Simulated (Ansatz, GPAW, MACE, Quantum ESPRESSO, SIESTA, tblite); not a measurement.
# Running Nb(100)/C(110) interface (68 atoms) with Quantum ESPRESSO

Aim: run Nb(100)/C(110) interface (68 atoms) in Quantum ESPRESSO and see how near its forces come to a plane-wave reference, and at what cost.

Calculated with Quantum ESPRESSO 7.5; the method is named at each step.

### Step 1. Set-up

The cell holds 68 atoms: 20 Nb and 48 C. Its edges and angles: a = 7.134 Å, b = 7.567 Å, c = 22.999 Å, α = 90.0°, β = 90.0°, γ = 90.0°. Bcc Nb(100), 4 repeat layers, 5 surface cells, strained -3.32 and +2.54 %; diamond-structure C(110), 4 layers, 6 cells, -0.00 and -0.00 %; outer planes 2.25 Å apart, 12 Å of vacuum above; not relaxed, displaced by a Gaussian of 0.02 Å. Then every atom was moved at random, 0.05 Å r.m.s. a Cartesian component. Regions: Nb, 20 atoms (20 Nb); C, 48 atoms (48 C). Vacuum lies along c.

The yardstick, on the same geometry:

```
method                 : Kohn-Sham DFT, PBE, PAW, plane waves (Ansatz 0.2.0); cutoff 420 eV, Γ point, fermi-dirac smearing of 0.05 eV; PAW set soft_2
r.m.s. force component : 2.342 eV/Å
longest force          : 9.325 eV/Å
SCF cycles             : 15
time                   : 17 s on 4 threads of Arm Neoverse V1, shared host
CPU time               : 65 s
```

### Step 2. PBE, sssp-1.3.0-efficiency, 45/360 Ry

Method: Kohn-Sham DFT, PBE, SSSP efficiency 1.3.0 pseudopotentials, plane waves.

pw.in reads:

```
&control
  calculation = 'scf'
  pseudo_dir = './pseudo'
  outdir = './tmp'
  disk_io = 'none'
  tprnfor = .true.
/
&system
  ibrav = 0
  nat = 68
  ntyp = 2
  ecutwfc = 45
  ecutrho = 360
  nosym = .true.
  occupations = 'smearing'
  smearing = 'fd'
  degauss = 0.003675
/
&electrons
  conv_thr = 3.4e-07
  electron_maxstep = 100
  mixing_beta = 0.2
  mixing_mode = 'local-TF'
  diagonalization = 'david'
/
ATOMIC_SPECIES
Nb 92.906 Nb.upf
C 12.011 C.upf
CELL_PARAMETERS angstrom
7.13400 0.00000 0.00000
0.00000 7.56670 0.00000
0.00000 0.00000 22.99872
ATOMIC_POSITIONS crystal
Nb 0.79977 0.40014 0.26019
Nb 0.69995 0.09245 0.33394
Nb 0.80247 0.39155 0.40588
Nb 0.50600 0.50286 0.47275
Nb 0.59368 0.79767 0.26066
Nb 0.50806 0.49874 0.33454
Nb 0.60895 0.80650 0.40837
Nb 0.29258 0.89644 0.47646
Nb 0.40942 0.20080 0.25782
Nb 0.29836 0.89999 0.33590
Nb 0.39563 0.18759 0.40422
Nb 0.10828 0.30869 0.47044
Nb 0.19738 0.59448 0.25996
Nb 0.09962 0.30738 0.33091
Nb 0.19282 0.60657 0.40313
Nb 0.88378 0.69563 0.47665
Nb 0.98047 0.01219 0.26429
Nb 0.90928 0.70121 0.33556
Nb 0.99976 0.00059 0.40576
Nb 0.69944 0.11046 0.47551
C 0.54703 0.74403 0.57213
C 0.16644 0.59085 0.57268
C 0.27973 0.58645 0.63153
C 0.41909 0.75515 0.62924
C 0.53615 0.75543 0.68066
C 0.16951 0.60421 0.68467
C 0.29792 0.58971 0.73746
C 0.42117 0.75779 0.73423
C 0.54271 0.09989 0.57321
C 0.18880 0.91687 0.57441
C 0.30372 0.91568 0.63038
C 0.41883 0.09302 0.62962
C 0.55224 0.09632 0.68465
C 0.16491 0.93429 0.68098
C 0.30055 0.91183 0.73769
C 0.41326 0.08873 0.73851
C 0.05274 0.75818 0.57712
C 0.67485 0.59474 0.57785
C 0.78606 0.60104 0.63326
C 0.91132 0.76121 0.62580
C 0.06150 0.76015 0.68606
C 0.65372 0.58530 0.68492
C 0.79877 0.58933 0.73918
C 0.92030 0.76895 0.73794
C 0.53862 0.42386 0.57429
C 0.17095 0.24716 0.57068
C 0.30392 0.27178 0.63071
C 0.42001 0.40946 0.63014
C 0.54948 0.41155 0.69102
C 0.16303 0.25070 0.68123
C 0.28598 0.26152 0.73984
C 0.41663 0.41738 0.74030
C 0.05172 0.09731 0.57664
C 0.67375 0.91997 0.57545
C 0.79043 0.93030 0.62548
C 0.92637 0.10900 0.62874
[... 8 atom lines left out ...]
C 0.05025 0.42038 0.68587
C 0.67016 0.26803 0.68344
C 0.79912 0.25378 0.74299
C 0.91764 0.42671 0.73877
K_POINTS gamma
```

The run is started by

```console
$ OMP_NUM_THREADS=1 mpirun -np 4 pw.x -in pw.in > output.txt
```

The program printed:

```text
Program PWSCF
     gamma-point specific algorithms are used
     one sub-group per band group will be used
     scalapack distributed-memory algorithm (size of sub-group:  2*  2 procs)
     Parallelization info
     sticks:   dense  smooth     PW     G-vecs:    dense   smooth      PW
     Min        1381     689    171               241591    85421   10675
     Max        1384     692    172               241596    85430   10676
     Sum        5531    2761    687               966377   341697   42703
     bravais-lattice index     =            0
     lattice parameter (alat)  =      13.4813  a.u.
     unit-cell volume          =    8377.9910 (a.u.)^3
     number of atoms/cell      =           68
     number of atomic types    =            2
     number of electrons       =       452.00
     number of Kohn-Sham states=          271
     kinetic-energy cutoff     =      45.0000  Ry
     charge density cutoff     =     360.0000  Ry
     scf convergence threshold =      3.4E-07
     mixing beta               =       0.2000
     number of iterations used =            8  local-TF  mixing
     Exchange-correlation= SLA  PW   PBX  PBC
                           (   1   4   3   4   0   0   0)
     crystal axes: (cart. coord. in units of alat)
               a(1) = (   1.000000   0.000000   0.000000 )
               a(2) = (   0.000000   1.060653   0.000000 )
               a(3) = (   0.000000   0.000000   3.223818 )
     reciprocal axes: (cart. coord. in units 2 pi/alat)
               b(1) = (  1.000000  0.000000  0.000000 )
               b(2) = (  0.000000  0.942815  0.000000 )
               b(3) = (  0.000000  0.000000  0.310191 )
     PseudoPot. # 1 for Nb:
     Pseudo is Projector augmented-wave + core cor, Zval = 13.0
     PseudoPot. # 2 for C :
     Pseudo is Projector augmented-wave + core cor, Zval =  4.0
     atomic species   valence    mass     pseudopotential
     Nb               13.00    92.90600     Nb( 1.00)
     C                 4.00    12.01100     C ( 1.00)
     No symmetry found
   Cartesian axes
     number of k points=     1  Fermi-Dirac smearing, width (Ry)=  0.0037
                       cart. coord. in units 2pi/alat
        k(    1) = (   0.0000000   0.0000000   0.0000000), wk =   2.0000000
     Dense  grid:   483189 G-vectors     FFT dimensions: (  81,  90, 270)
     Smooth grid:   170849 G-vectors     FFT dimensions: (  60,  64, 192)
     Check: negative core charge=   -0.000008
     Initial potential from superposition of free atoms
     starting charge     451.9556, renormalised to     452.0000
     negative rho (up, down):  2.505E-03 0.000E+00
     Starting wfcs are  392 randomized atomic wfcs
     Self-consistent Calculation
     iteration #  1     ecut=    45.00 Ry     beta= 0.20
     negative rho (up, down):  5.146E-04 0.000E+00
     total energy              =   -7567.97735303 Ry
     estimated scf accuracy    <      68.99658604 Ry
     iteration #  2     ecut=    45.00 Ry     beta= 0.20
     negative rho (up, down):  5.723E-06 0.000E+00
     total energy              =   -7564.01437121 Ry
     estimated scf accuracy    <      42.68735502 Ry
     iteration #  3     ecut=    45.00 Ry     beta= 0.20
     negative rho (up, down):  3.837E-06 0.000E+00
     total energy              =   -7565.90262086 Ry
     estimated scf accuracy    <      30.56374368 Ry
     iteration #  4     ecut=    45.00 Ry     beta= 0.20
     negative rho (up, down):  1.640E-05 0.000E+00
     total energy              =   -7566.41862470 Ry
     estimated scf accuracy    <       5.92612868 Ry
     iteration #  5     ecut=    45.00 Ry     beta= 0.20
     negative rho (up, down):  1.310E-05 0.000E+00
     total energy              =   -7565.46126864 Ry
     estimated scf accuracy    <       7.67574923 Ry
     iteration #  6     ecut=    45.00 Ry     beta= 0.20
[...]
total energy              =   -7565.85067416 Ry
     estimated scf accuracy    <       1.77447212 Ry
[...]
total energy              =   -7565.78663425 Ry
[...]
iteration # 26     ecut=    45.00 Ry     beta= 0.20
[...]
total energy              =   -7565.78663533 Ry
     estimated scf accuracy    <       0.00000257 Ry
     iteration # 27     ecut=    45.00 Ry     beta= 0.20
     negative rho (up, down):  2.880E-03 0.000E+00
     total energy              =   -7565.78663583 Ry
     estimated scf accuracy    <       0.00000077 Ry
     iteration # 28     ecut=    45.00 Ry     beta= 0.20
     negative rho (up, down):  2.737E-03 0.000E+00
     End of self-consistent calculation
          k = 0.0000 0.0000 0.0000 ( 21352 PWs)   bands (ev):
   -49.2031 -49.0759 -49.0419 -49.0278 -48.9601 -48.9500 -48.9289 -48.8240
   -48.7941 -48.7567 -48.5134 -48.4904 -48.4388 -48.4270 -48.3439 -48.2799
   -48.2559 -48.2253 -48.1789 -48.1572 -25.4633 -25.4050 -25.3723 -25.3649
   -25.3519 -25.3268 -25.3180 -25.3063 -25.2646 -25.2504 -25.2309 -25.2216
   -25.2124 -25.1910 -25.1734 -25.1526 -25.1411 -25.1095 -25.0958 -25.0637
   -25.0558 -25.0460 -25.0269 -24.9988 -24.9884 -24.9217 -24.9098 -24.8905
[...]
6.5728   6.5869   6.6524   6.6828   6.7348   6.8093   6.8930   6.9945
     7.1163   7.2179   7.5329   7.5690   7.6180   7.6918   7.7533   7.8028
     7.8206   7.9342   7.9559   8.0375   8.1215   8.1426   8.2207   8.4194
     8.5742   8.6233   8.7251   8.7823   8.8049   8.8939   8.9822
     the Fermi energy is     6.0109 ev
!    total energy              =   -7565.78663598 Ry
     total all-electron energy =   -156452.602856 Ry
     estimated scf accuracy    <       0.00000022 Ry
     smearing contrib. (-TS)   =      -0.03251523 Ry
     internal energy E=F+TS    =   -7565.75412075 Ry
     The total energy is F=E-TS. E is the sum of the following terms:
     one-electron contribution =  -19280.70730948 Ry
     hartree contribution      =    9786.32891532 Ry
     xc contribution           =    -797.93884612 Ry
     ewald contribution        =    7192.26857304 Ry
     one-center paw contrib.   =   -4465.70545351 Ry
     convergence has been achieved in  28 iterations
     negative rho (up, down):  2.737E-03 0.000E+00
     Forces acting on atoms (cartesian axes, Ry/au):
     atom    1 type  1   force =    -0.01076478   -0.00807740   -0.02215092
     atom    2 type  1   force =     0.00186165    0.01582945   -0.01570482
     atom    3 type  1   force =    -0.01154186    0.01007169   -0.02835330
     atom    4 type  1   force =    -0.00698174    0.03932651    0.17272129
     atom    5 type  1   force =    -0.00893571   -0.00163999   -0.00061144
     atom    6 type  1   force =    -0.00825759    0.01134562   -0.04344668
[...]
atom   66 type  2   force =     0.04169603   -0.20518681    0.10068960
     atom   67 type  2   force =     0.16258294    0.06421645   -0.08073251
     atom   68 type  2   force =    -0.15622517   -0.00940967   -0.02566483
     Total force =     1.302514     Total SCF correction =     0.001278
     Message from routine punch:
     Nothing written, as per user request (disk_io='none')
```

It took 4.1 min on 4 MPI ranks of Arm Neoverse V1, shared host; peak memory 2.6 GiB; 16 min of CPU time.

Banners, paths, timers and routine set-up lines are dropped from the logs unmarked, and long logs keep their key lines alone; longer cuts are marked.

Compared with the plane-wave run:

```yaml
r_m_s_force_component: 2.345 eV/Å
r_m_s_difference_of_force_components: 6.995 meV/Å
longest_difference_of_force_vectors: 24.62 meV/Å
force_difference_over_r_m_s_force: 0.2987 %
slope_of_forces_against_the_reference_s: 1.001
correlation_of_force_components: 1
```

Length of the force difference by element (eV/Å):

| element | atoms | mean | most |
| --- | --- | --- | --- |
| C | 48 | 0.012 | 0.020 |
| Nb | 20 | 0.011 | 0.025 |

The surroundings of Nb15, picked at random, nearest first, numbered as they follow in the input and with coordinates relative to it.

| atom | x | y | z | distance (Å) | Fx | Fy | Fz (eV/Å) |
| --- | --- | --- | --- | --- | --- | --- | --- |
| Nb15 | 0.00 | 0.00 | 0.00 | 0.00 | 0.65 | -0.46 | 0.28 |
| Nb18 | -2.02 | 0.72 | -1.55 | 2.65 | -0.59 | 0.04 | -1.19 |
| Nb12 | -0.60 | -2.25 | 1.55 | 2.80 | -0.36 | 0.08 | 4.20 |
| Nb10 | 0.75 | 2.22 | -1.55 | 2.81 | 0.32 | -0.37 | -1.27 |
| Nb8 | 0.71 | 2.19 | 1.69 | 2.86 | 0.65 | -0.34 | 4.02 |
| Nb4 | 2.23 | -0.78 | 1.60 | 2.86 | -0.18 | 1.01 | 4.44 |
| Nb16 | -2.20 | 0.67 | 1.69 | 2.86 | 0.24 | 0.23 | 3.79 |
| Nb6 | 2.25 | -0.82 | -1.58 | 2.87 | -0.21 | 0.29 | -1.12 |
| Nb14 | -0.66 | -2.26 | -1.66 | 2.89 | 0.39 | -0.47 | -0.42 |

Forces lie 0.30 % from the reference's, at 15 times its CPU time.

### Step 3. What came out

| Quantity | Value |
| --- | --- |
| force difference from the reference | QE PBE, sssp-1.3.0-efficiency, 45/360 Ry, 0.30 % |
| its CPU time | 16 min |

In words: PBE on plane waves or a grid with other potentials, cutoffs or grids differs from the reference by 0.30 % (QE PBE, sssp-1.3.0-efficiency, 45/360 Ry) of the r.m.s. force; this holds the reference's own error, so differences of a few per cent don't tell which side is nearer the exact PBE result (QE's 45 Ry are 612 eV, against the reference's 420 eV). The host structure and its lattice constant were typed by rule, without a check against the phase diagram. The electronic-structure runs sample only Γ, in a cell whose shortest periodic width is 7 Å, which is coarse for a cell with partly filled levels.

[Also dropped from logs without a mark: logging warnings of Python, and SIESTA's first energy breakdown and zero terms.]

[Logs are printed without paths, hosts, clocks, repeated set-up lines and the standing remarks that a program may print on its own settings, such as how far it seeks lower states.]

[Hosts, paths, dates, database ids (printed as entryN), source tags and the programs' standing remarks are cut or masked in the printed files.]
